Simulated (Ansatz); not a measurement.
## SrTiSe3 (built on the sites of a database entry of CaTiO3): a soft mode frozen in

Wanted: the energy along a soft mode of SrTiSe3 (built on the sites of a database entry of CaTiO3) and the structure at the end.

Main program and level: Ansatz 0.2.0; DFT LDA, scalar-relativistic, plane waves, PAW.

The structure was built from a prototype and need not be the compound's stable phase.

## (1) The starting structure

The structure is cubic, space group Pm-3m (No. 221). Conventional cell: a = 4.900 Å, b = 4.900 Å, c = 4.900 Å, α = 90.00°, β = 90.00°, γ = 90.00°. Nearest to Sr lie 12 Se at 3.46 Å. Ti has 6 Se at 2.45 Å nearest. Se has 2 Ti at 2.45 Å and 4 Sr at 3.46 Å nearest. Farther neighbours and most contacts between anions are not listed.

Coordinates:

```cif
data_structure
_symmetry_space_group_name_H-M 'Pm-3m'
_symmetry_Int_Tables_number 221
_cell_length_a 4.8995
_cell_length_b 4.8995
_cell_length_c 4.8995
_cell_angle_alpha 90.000
_cell_angle_beta 90.000
_cell_angle_gamma 90.000
_cell_volume 117.62
loop_
_atom_site_label
_atom_site_type_symbol
_atom_site_symmetry_multiplicity
_atom_site_Wyckoff_symbol
_atom_site_fract_x
_atom_site_fract_y
_atom_site_fract_z
_atom_site_occupancy
Sr1 Sr 1 a 0.00000 0.00000 0.00000 1
Ti1 Ti 1 b 0.50000 0.50000 0.50000 1
Se1 Se 3 c 0.00000 0.50000 0.50000 1
```

## (2) Phonons on a q mesh

The cell comes from relaxations at this level that are not shown. Stability and thermal properties need the whole zone. Linear response on a 2×2×2 q mesh gives force constants as far as a supercell of that size would.

The input, input.yaml:

```yaml
crystal:
  lattice:
    - [4.899528169, 0.0, 0.0]
    - [0.0, 4.899528169, 0.0]
    - [0.0, 0.0, 4.899528169]
  atoms:
    - { symbol: Sr, position: [0.0, 0.0, 0.0] }
    - { symbol: Ti, position: [0.5, 0.5, 0.5] }
    - { symbol: Se, position: [0.0, 0.5, 0.5] }
    - { symbol: Se, position: [0.5, 0.0, 0.5] }
    - { symbol: Se, position: [0.5, 0.5, 0.0] }
kpoints:
  mp_grid: { grid: [6, 6, 6] }
hamiltonian:
  xc: lda
scf:
  occupations: { method: methfessel_paxton, width: 0.15 }
output:
  eigenvalues: true
phonons:
  method: dfpt
  qmesh: [2, 2, 2]
  temperatures: { t_max: 1000, t_step: 50 }
  qpath:
    path:
      - [[0.0, 0.0, 0.0], [0.0, 0.5, 0.0], [0.5, 0.5, 0.0], [0.0, 0.0, 0.0], [0.5, 0.5, 0.5], [0.0, 0.5, 0.0]]
      - [[0.5, 0.5, 0.5], [0.5, 0.5, 0.0]]
    npoints: 10
```

On the command line:

```
$ ansatz run input.yaml --threads 8 --pin off --max-ram 14336MiB --backend cpu --events-out ev --progress --plain --runs-dir out
```

Numbers of over 12 decimals in the logs are rounded to 6 here.

The log of the run:

```text
Engine: ansatz 0.2.0, aarch64-unknown-linux-gnu
Pseudopotentials: kind: paw
Pseudopotential: Sr, paw, valence charge 10, recommended cutoff 420 eV (normal), Sr.paw.azcp
Pseudopotential: Ti, paw, valence charge 12, recommended cutoff 420 eV (normal), Ti.paw.azcp
Pseudopotential: Se, paw, valence charge 16, recommended cutoff 420 eV (normal), Se.paw.azcp
Functional definition: SPW92
  exchange = slater_x
  correlation = pw_c
Crystal: 5 atoms, lattice volume = 117.615 Å³
Basis set: ecut = 420 eV, 2325 PW (Γ), exchange–correlation on 72×72×72 points (8 copies of the dense FFT grid, shifted against one another)
Bands: 42, of which v1, the nominal top of the filled ones, is band 35 counted from 1 (34 counted from 0)
Symmetry: 48 space group operations
k-points: 20 of 216
Non-local potential: Sr, projectors of the file, l = 0: 3, l = 1: 2, l = 2: 2
Non-local potential: Ti, projectors of the file, l = 0: 3, l = 1: 2, l = 2: 3, l = 3: 1
Non-local potential: Se, projectors of the file, l = 0: 2, l = 1: 2, l = 2: 3, l = 3: 1
PAW form: soft (Blöchl's): semilocal exchange-correlation on the pseudo side does not see the compensation charge
PAW frozen core: Sr, regenerated for the run's functional, and the local potential with it (the file was generated under x = pbe(κ = 0.804, μ = 0.219515), c = pbe(β = 0.066725))
PAW frozen core: Ti, regenerated for the run's functional, and the local potential with it (the file was generated under x = pbe(κ = 0.804, μ = 0.219515), c = pbe(β = 0.066725))
PAW frozen core: Se, regenerated for the run's functional, and the local potential with it (the file was generated under x = pbe(κ = 0.804, μ = 0.219515), c = pbe(β = 0.066725))
PAW one-centre angular grid: Sr, 110 points (default); XC on 64 Gauss nodes
PAW one-centre angular grid: Ti, 590 points (default); XC on 64 Gauss nodes
PAW one-centre angular grid: Se, 590 points (default); XC on 64 Gauss nodes
Initial density: superposition of atomic densities (neutral atoms: chi_scale 0, normalization atom), corrected by the library's trained network
Initial wavefunctions: pseudopotential atomic-orbital guess
Functional: x = slater, c = lda
SCF iter   1: F=—  HF=-22051.143897 eV  |F-HF|=—  |Δ(HF+E_count)|=         —  Δρ=4.70e-3  dr2=1.34e-2  ethr=1.77e-3  ⟨swp⟩=7.3  Hψ=3379  notcnv=0
preconditioner: auto → Resta (q_TF=auto, 2.502 Å⁻¹)  ε∞=4.5  [insulator: Δε(μ)=0.211 eV  Ē_g=10.064 eV  σ=0.150 eV  W_gap=0.92  n_scr=26 (ndim 8)  ℏωp=18.8 eV  f_vac=0.013  D(μ)=0.19/eV (n_scr^D=0)  ε∞_Penn≈4.5]
SCF iter   2: F=—  HF=-22051.144091 eV  |F-HF|=—  |Δ(HF+E_count)|=   1.93e-4  S|Δr|=    0.00e0  Δρ=2.94e-3  dr2=6.20e-3  ethr=1.91e-5  ⟨swp⟩=3.0  Hψ=1805  notcnv=0  defer=1
SCF iter   3: F=—  HF=-22051.144113 eV  |F-HF|=—  |Δ(HF+E_count)|=   2.27e-5  S|Δr|=    0.00e0  Δρ=1.92e-3  dr2=6.69e-3  ethr=8.85e-6  ⟨swp⟩=2.0  Hψ=1493  notcnv=0  defer=1
SCF iter   4: F=—  HF=-22051.143213 eV  |F-HF|=—  |Δ(HF+E_count)|=   9.00e-4  S|Δr|=    0.00e0  Δρ=3.69e-4  dr2=2.20e-4  ethr=8.85e-6  ⟨swp⟩=2.0  Hψ=912  notcnv=0  defer=1
SCF iter   5: F=—  HF=-22051.143192 eV  |F-HF|=—  |Δ(HF+E_count)|=   2.13e-5  S|Δr|=    0.00e0  Δρ=1.12e-4  dr2=1.93e-5  ethr=3.15e-7  ⟨swp⟩=2.0  Hψ=898  notcnv=0  defer=1
SCF iter   6: F=—  HF=-22051.143184 eV  |F-HF|=—  |Δ(HF+E_count)|=   7.50e-6  S|Δr|=    0.00e0  Δρ=2.04e-5  dr2=7.73e-7  ethr=2.75e-8  ⟨swp⟩=2.0  Hψ=1176  notcnv=0  defer=1
SCF iter   7: F=—  HF=-22051.143186 eV  |F-HF|=—  |Δ(HF+E_count)|=   1.33e-6  S|Δr|=    0.00e0  Δρ=6.55e-6  dr2=6.92e-8  ethr=1.10e-9  ⟨swp⟩=2.4  Hψ=1471  notcnv=0  defer=1
SCF iter   8: F=—  HF=-22051.143186 eV  |F-HF|=—  |Δ(HF+E_count)|=   2.07e-8  S|Δr|=    0.00e0  Δρ=1.52e-6  dr2=2.24e-9  ethr=9.89e-11  ⟨swp⟩=2.0  Hψ=1482  notcnv=0  defer=1
SCF iter   9: F=—  HF=-22051.143186 eV  |F-HF|=—  |Δ(HF+E_count)|=  2.55e-11  S|Δr|=    0.00e0  Δρ=5.08e-7  dr2=4.19e-10  ethr=3.19e-12  ⟨swp⟩=2.5  Hψ=1566  notcnv=0  defer=1
SCF iter  10: F=-22051.143186 eV  HF=-22051.143186 eV  |F-HF|=1.09e-11  |Δ(HF+E_count)|=  5.82e-11  S|Δr|=    0.00e0  Δρ=7.18e-8  dr2=7.74e-12  ethr=1.00e-12  ⟨swp⟩=9.5  Hψ=4599  notcnv=0
SCF 1 converged in 10 iterations: F = -22051.143186 eV  dr2 = 7.74e-12
  greatest PAW one-centre occupation: 1.000 electrons in one spin orbital (limit 2), on the Se atom at site 2 (counted from 0), in its partial waves of l = 2
Initial density: read from a saved state, or passed on in memory by an earlier SCF of this step, an earlier step, the calling program or the single point that the run made first
iter 1 solved again at ethr=4.14e-7 eV; its pass at ethr=3.10e-3 eV (dr2=2.90e-4 eV) is discarded
SCF iter   1: F=—  HF=-22051.143188 eV  |F-HF|=—  |Δ(HF+E_count)|=         —  Δρ=1.38e-6  dr2=2.39e-9  ethr=4.14e-7  ⟨swp⟩=3.5  Hψ=5428  notcnv=0
eigensolver tolerance schedule: the retry pair's looser diagonalisation over-reported the residual by 121229.69 of it (diagonalisation noise at an unbounded share of the residual, at the tolerance the schedule requests for it); recorded, not acted on — ethr = c·dr2/N_el stays at c = 1.0e-1
preconditioner: auto → Resta (q_TF=auto, 2.502 Å⁻¹)  ε∞=4.5  [insulator: Δε(μ)=0.213 eV  Ē_g=10.065 eV  σ=0.150 eV  W_gap=0.93  n_scr=26 (ndim 8)  ℏωp=18.8 eV  f_vac=0.006  D(μ)=0.19/eV (n_scr^D=0)  ε∞_Penn≈4.5]
SCF iter   2: F=—  HF=-22051.143186 eV  |F-HF|=—  |Δ(HF+E_count)|=   1.82e-6  S|Δr|=    0.00e0  Δρ=6.89e-7  dr2=4.46e-10  ethr=3.42e-12  ⟨swp⟩=4.7  Hψ=2798  notcnv=0
SCF iter   3: F=—  HF=-22051.143186 eV  |F-HF|=—  |Δ(HF+E_count)|=  9.82e-11  S|Δr|=    0.00e0  Δρ=4.44e-7  dr2=2.06e-10  ethr=1.00e-12  ⟨swp⟩=1.0  Hψ=840  notcnv=0
SCF iter   4: F=—  HF=-22051.143186 eV  |F-HF|=—  |Δ(HF+E_count)|=  5.46e-11  S|Δr|=    0.00e0  Δρ=2.41e-7  dr2=6.93e-11  ethr=1.00e-12  ⟨swp⟩=1.0  Hψ=840  notcnv=0
SCF iter   5: F=—  HF=-22051.143186 eV  |F-HF|=—  |Δ(HF+E_count)|=  1.09e-11  S|Δr|=    0.00e0  Δρ=1.46e-7  dr2=2.74e-11  ethr=1.00e-12  ⟨swp⟩=1.0  Hψ=840  notcnv=0
SCF iter   6: F=-22051.143186 eV  HF=-22051.143186 eV  |F-HF|=0.00e0  |Δ(HF+E_count)|=  3.64e-12  S|Δr|=    0.00e0  Δρ=6.71e-8  dr2=5.97e-12  ethr=1.00e-12  ⟨swp⟩=1.9  Hψ=1940  notcnv=0
SCF 2 converged in 6 iterations: F = -22051.143186 eV  dr2 = 5.97e-12
phonons: the bands overlap, so this run is a metal and interpolates without the dipole-dipole term. If the crystal is really an insulator or semiconductor, its LO-TO splitting is missing
NSCF: frozen V_eff on 20 k-points
WARN: eigensolver did not converge (k=9): 1 band(s) unlocked after 20 sweeps at ethr=1.37e-12 eV (storage-precision floor; scheduled 1.00e-12 eV) (lowest unlocked band 41, counted from 0; max residual 1.10e-5 eV among the unlocked bands, 1.10e-5 eV over every band; other slots of this pass that fall short are told together in one closing line; warning suppressed until the next SCF loop or pass starts)
NSCF: frozen V_eff on 64 k-points
DFPT response loops at q = (0, 0, 0) (fractional): preconditioner auto → Kerker (q_TF=auto, 2.502 Å⁻¹) (partly filled bands, converged f_vac=0.006); β = 1.00, the filter's whole step (`scf.mixing.beta` (0.50) is not read by the response loops under this deck's `scf.mixing.preconditioner`; to damp them name `kerker` or `kerker_dos`, under which they read `scf.mixing.beta`, and type it under 1.00, their step now; both keys bind the ground state too); Broyden in place of MSR1
NSCF: frozen V_eff on 128 k-points
DFPT response loops at q = (0, 0, -0.5) (fractional): mixed as the last ones told, above
NSCF: frozen V_eff on 128 k-points
DFPT response loops at q = (0, -0.5, -0.5) (fractional): mixed as the last ones told, above
NSCF: frozen V_eff on 128 k-points
DFPT response loops at q = (-0.5, -0.5, -0.5) (fractional): mixed as the last ones told, above
SCF converged after 10 iterations
Stability not checked: this state was not tested for a lower state beside it, because cold or Methfessel-Paxton smearing, or corrected tetrahedra, fill the levels in a way that the test cannot read (fill_not_monotonic; see scf.lower_state_search)
Free energy (F): -22051.143186 eV
Harris-Foulkes:  -22051.143186 eV  (|F-HF|=1.09e-11)
Internal energy: -22051.146279 eV  (E = F + TS)
E sigma→0 (E₀):  -22051.143959 eV
Entropy (-TS):   0.003093 eV (0.619 meV/atom)
Fermi energy:    9.657754 eV
Step filling:    the computed levels leave a gap of 0.2134 eV = 1.4 smearing widths at the electron count; against every level under it full and every level over it empty, smearing changes F+E_penalty+E_count by +1.144 meV and its σ→0 estimate by +0.371 meV
--- Per-component energies (eV) ---
  E_band       = -1368.818079
  E_kinetic    = 880.869463
  E_local      = -9312.004921  (includes V_loc(G=0)·N_el)
  E_nonlocal   = -1553.510628
  E_hartree    = 4385.132798
  E_xc         = -583.050362
  E_vxc        = -584.138233  (∫ρ·V_xc dr)
  E_paw        = -9074.601998  (= ΣΔE_a)
  E_vpaw       = 429.702584  (= ΣTr[D̂ρ^β])
  E_aug_tail   = -0.001745  (compensation charges beyond the density's cutoff)
  E_ewald      = -6801.251060
  E_core_change = 7.272173  (= ΣΔE_core)
  E_smearing   = 0.003093  (= −TS)
  E_closure    = -0.000000  (closes the sum)
  Σ components = -22051.143186   (vs F -22051.143186, Δ=0.00e0)
--- Band table (eV; the first three rows and the last of 20) ---
  k-point 0: bands = [... 31 lower, 8.2728, 9.2052, 9.2052, 9.2052, 9.3916, 9.3916, 9.3916, 10.6225, ... 3 higher]
  k-point 1: bands = [... 31 lower, 7.9419, 8.3777, 9.0389, 9.0389, 9.2319, 10.0923, 10.0923, 10.6967, ... 3 higher]
  k-point 2: bands = [... 31 lower, 7.0951, 7.4480, 8.9142, 8.9142, 9.2873, 10.7545, 10.8538, 10.8538, ... 3 higher]
  k-point 19: bands = [... 31 lower, 5.9772, 9.9461, 9.9461, 9.9461, 11.1176, 11.1176, 11.1176, 11.6487, ... 3 higher]
--- Phonons (Γ-DFPT): 4 representative perturbations + reference (Σ response iterations 12) ---
  ASR residual: 2.151e-4 → 0.000e0 eV/Å²; symmetrization residual: 1.206e-5 eV/Å²
  ASR residual per site (eV/Å²): 2.15e-4 1.07e-5 1.12e-5 1.12e-5 1.12e-5
  Γ frequencies (cm⁻¹): -22.78 -22.78 -22.78 0.00 0.00 0.00 38.16 38.16 38.16 64.12 64.12 64.12 268.84 268.84 268.84
--- Phonons (arbitrary-q DFPT): 4 irreducible q on the 2×2×2 mesh ---
  q = [0.0000, 0.0000, 0.0000] (star 1, of the zone-centre solve; hermiticity 1.87e-6, symmetrization 5.33e-12): -22.78 -22.78 -22.78 0.00 0.00 0.00 38.16 38.16 38.16 64.12 64.12 64.12 268.84 268.84 268.84
  q = [0.0000, 0.0000, -0.5000] (star 3, 9 solved perturbations in 504 linear systems a pass and spin channel, the states on 64 of 216 k-point pairs; hermiticity 1.56e-6, symmetrization 4.89e-12): -26.12 -26.12 -3.59 -3.59 52.08 52.08 68.76 72.29 84.02 84.02 94.05 249.07 251.22 264.61 264.61
  q = [0.0000, -0.5000, -0.5000] (star 3, 9 solved perturbations in 504 linear systems a pass and spin channel, the states on 64 of 216 k-point pairs; hermiticity 1.80e-6, symmetrization 8.03e-13): -76.18 -50.49 12.82 12.82 26.04 77.48 77.48 84.53 84.53 131.66 173.37 246.53 246.53 260.45 266.38
  q = [-0.5000, -0.5000, -0.5000] (star 1, 4 solved perturbations in 184 linear systems a pass and spin channel, the states on 64 of 216 k-point pairs; hermiticity 1.75e-6, symmetrization 5.69e-12): -81.53 -81.53 -81.53 19.19 19.19 19.19 126.03 126.03 126.03 137.98 137.98 246.98 246.98 246.98 281.51
  sum rule: each row above includes the acoustic sum rule's correction from the zone centre's row sums; it moved no ω² by more than (0.82 cm⁻¹)²
  mesh force constants: q→R imaginary residual 3.93e-18; ASR residual 2.151e-4 → 0.000e0 eV/Å²; symmetrization residual 1.243e-14 eV/Å²
  interpolated dispersion: 62 rows × 15 modes
  density of states and harmonic sums: on the 14×14×14 q-mesh, interpolated from the force constants of a 2×2×2 supercell (no non-analytic term)
  largest difference from the sums on the solved wave vectors: F 4.27e-1 eV, S 5.51e-4 and C_V 1.25e-4 eV/K
  zero-point energy: 0.099867 eV/cell   skipped modes (ω ≤ 0): 250, of them read as no rigid motion or as one in doubt: 247 (1.929e0 modes/cell left out, lowest -81.53 cm⁻¹)   left out of the sums: 1.29e-1 of the cell's modes: C_V's classical limit lies that fraction below 3 k_B per atom; for a crystal, a wire or a layer, F and S can be off by more, and a phonons.interpolated_qmesh denser along its periods is the remedy for the sampling
```

It took 97 s on 8 threads of Arm Neoverse V2, shared host; peak memory 1.3 GiB; 12 min of CPU time.

Numbers from this step:

| Item | Value |
| --- | --- |
| volume per atom | 23.52 Å³ |
| gap on the k-mesh | 0 eV |
| sum-rule residual before enforcement | 2.15e-4 eV/Å² |
| lowest frequency on the path | -81.53 cm⁻¹ |
| point group | m-3m |
| highest frequency on the path or at a solved wavevector | 288.7 cm⁻¹ |
| highest optical mode at the zone centre (no LO-TO term) | 268.8 cm⁻¹ |
| lowest optical zone-centre mode | -22.78 cm⁻¹ |
| lowest mode on the q mesh (acoustic modes at Γ apart) | -81.53 cm⁻¹ |

Frequencies (cm⁻¹) solved at each irreducible wavevector; negative means imaginary. Frequencies by wavevector, by row:

```
q in reciprocal lattice units  star  mode 1  mode 2  mode 3  mode 4  mode 13  mode 14  mode 15
                        0 0 0     1   -22.8   -22.8   -22.8       0    268.8    268.8    268.8
                     0 0 -0.5     3   -26.1   -26.1    -3.6    -3.6    251.2    264.6    264.6
                  0 -0.5 -0.5     3   -76.2   -50.5    12.8    12.8    246.5    260.4    266.4
               -0.5 -0.5 -0.5     1   -81.5   -81.5   -81.5    19.2      247      247    281.5
```

Interpolated from a 2×2×2 q mesh. The phonon branches at the labelled points (cm⁻¹):

```
    point  branch 1  branch 2  branch 3  branch 4  branch 12  branch 13  branch 14  branch 15
        Γ       -23       -23       -23         0         64        269        269        269
  halfway       -20       -20        10        10        165        267        267        270
        X       -26       -26        -4        -4        249        251        265        265
  halfway       -44       -38        10        18        228        248        263        274
        M       -76       -50        13        13        246        246        260        266
  halfway       -29       -24        13        32        168        255        265        278
        Γ       -23       -23       -23         0         64        269        269        269
  halfway       -34       -29       -29        16        172        251        251        286
        R       -82       -82       -82        19        247        247        247        282
  halfway       -52       -40       -32        10        216        247        247        286
        X       -26       -26        -4        -4        249        251        265        265
jump to R       -82       -82       -82        19        247        247        247        282
  halfway       -79       -49       -49        18        230        247        247        284
        M       -76       -50        13        13        246        246        260        266
```

Symmetry leaves 4 wavevectors to solve. The lowest mode among them, the acoustic zeros apart, lies at q = (-0.5, -0.5, -0.5) and is imaginary, 81.5i cm⁻¹, so the energy falls along it.

## (3) The mode frozen in, largest atomic shift 0 Å

The mode followed lies at q = (0, -0.5, -0.5) with frequency 76.2i cm⁻¹, one of the unstable modes though not the softest. At small amplitude the distorted cell has space group no. 127 by a symmetry search on the positions. The undistorted cell that holds it gives the zero of energy on the same k mesh.

System of this step: SrTiSe3 (built on the sites of a database entry of CaTiO3). It takes space group Pm-3m (No. 221, cubic). The conventional cell has a = 4.900 Å, b = 4.900 Å, c = 4.900 Å, α = 90.00°, β = 90.00°, γ = 90.00°. Sr has 12 Se at 3.46 Å nearest. Ti has 6 Se at 2.45 Å nearest. Nearest to Se lie 2 Ti at 2.45 Å and 4 Sr at 3.46 Å. Nearest to Se lie 2 Ti at 2.45 Å and 4 Sr at 3.46 Å. Farther neighbours and most contacts between anions are not listed.

The input, input.yaml:

```yaml
crystal:
  lattice:
    - [-4.899528169, 0.0, 0.0]
    - [0.0, -4.899528169, -4.899528169]
    - [0.0, -4.899528169, 4.899528169]
  atoms:
    - { symbol: Sr, position: [0.0, 0.5, 0.5] }
    - { symbol: Sr, position: [0.0, 0.0, 0.0] }
    - { symbol: Ti, position: [0.5, 0.0, 0.5] }
    - { symbol: Ti, position: [0.5, 0.5, 0.0] }
    - { symbol: Se, position: [0.0, 0.0, 0.5] }
    - { symbol: Se, position: [0.0, 0.5, 0.0] }
    - { symbol: Se, position: [0.5, 0.25, 0.75] }
    - { symbol: Se, position: [0.5, 0.75, 0.25] }
    - { symbol: Se, position: [0.5, 0.25, 0.25] }
    - { symbol: Se, position: [0.5, 0.75, 0.75] }
kpoints:
  mp_grid: { grid: [6, 4, 4] }
hamiltonian:
  xc: lda
scf:
  occupations: { method: methfessel_paxton, width: 0.15 }
output:
  forces: true
  stress: true
  eigenvalues: true
```

The log of the run:

```text
[...]
Crystal: 10 atoms, lattice volume = 235.230 Å³
Basis set: ecut = 420 eV, 4621 PW (Γ)
Bands: 84, of which v1, the nominal top of the filled ones, is band 70 counted from 1 (69 counted from 0)
Symmetry: 32 space group operations
[...]
k-points: 24 of 96
[...]
k-point 0: bands = [... 66 lower, 9.1919, 9.1919, 9.1924, 9.3910, 9.3943, 9.3943, 9.7663, 10.6084, ... 8 higher]
  k-point 1: bands = [... 66 lower, 8.4670, 8.6572, 8.8757, 9.3750, 9.7721, 9.8515, 9.9036, 10.7011, ... 8 higher]
  k-point 2: bands = [... 66 lower, 7.9950, 7.9950, 8.7650, 8.7650, 10.3295, 10.3295, 10.4526, 10.4526, ... 8 higher]
  k-point 23: bands = [... 66 lower, 7.3124, 7.3124, 9.7641, 9.7641, 10.8543, 10.8543, 11.0048, 11.0048, ... 8 higher]
[key lines of the parts left out:]
SCF converged after 6 iterations
Free energy (F): -44102.248681 eV
Fermi energy:    9.726517 eV
P = ⅓ Tr σ = 0.0633 GPa (0.633 kbar)
```

Elapsed: 2.7 s, on 8 threads; peak memory 1.2 GiB; 19 s of CPU time.

Numbers from this step:

```
pressure                         : 0.06333 GPa
energy from the undistorted cell : 0 meV/atom
```

The run ends at a pressure of 0.06 GPa.

(Part 1 of 2 ends here.)

[Logs are printed without paths, hosts, clocks, repeated set-up lines and the standing remarks that a program may print on its own settings, such as how far it seeks lower states.]

[Hosts, paths, dates, database ids (printed as entryN), source tags and the programs' standing remarks are cut or masked in the printed files.]
